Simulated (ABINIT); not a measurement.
An input for ABINIT 10.8.3 (CsCaBr3 (Pm-3m)):

```
acell 3*1.0 Angstrom
rprim 
  5.708665730000 0.000000000000 0.000000000000
  0.000000000000 5.708665730000 0.000000000000
  0.000000000000 0.000000000000 5.708665730000
ntypat 3
znucl 55 20 35
natom 5
typat 1 2 3 3 3
xred 
  0.000000000000 0.000000000000 0.000000000000
  0.500000000000 0.500000000000 0.500000000000
  0.500000000000 0.000000000000 0.500000000000
  0.000000000000 0.500000000000 0.500000000000
  0.500000000000 0.500000000000 0.000000000000
pp_dirpath "pseudos"
pseudos "Cs.upf, Ca.upf, Br.upf"
ecut 30
ngkpt 4 4 4
nshiftk 1
shiftk 0 0 0
kptopt 1
chksymbreak 0
nband 26
occopt 1
tolvrs 1e-10
nstep 60
prtwf 0
optforces 0
optstress 0
indata_prefix "in"
outdata_prefix "out"
tmpdata_prefix "tmp"
```

```sh
OMP_NUM_THREADS=1 mpirun -n 4 abinit run.abi > log
```

Estimate wall time and host memory on 4 MPI ranks of Arm Neoverse V1, shared host.

It took 46 s; on shared hardware allow 23 s to 93 s. Peak host memory was 0.41 GiB.

[Paths, hosts, dates, memory and timing lines, banners, echoed tables and standing remarks are left out of the program output.]

[Logs are printed without paths, hosts, clocks, repeated set-up lines and the standing remarks that a program may print on its own settings, such as how far it seeks lower states.]

[Runs of the session that timed out or met a known fault of the program may be left out.]

[Hosts, paths, dates, database ids (printed as entryN), source tags and the programs' standing remarks are cut or masked in the printed files.]

[G0W0 gaps are taken among the corrected bands and points alone; a level outside them can change the order at an edge.]

[Where Ansatz stands beside ABINIT at settings called matched, ABINIT's density can come from a denser mesh and the files from another edition; pairs whose starting gaps differed by over 0.03 eV were left out, so agreement reads better than it is.]
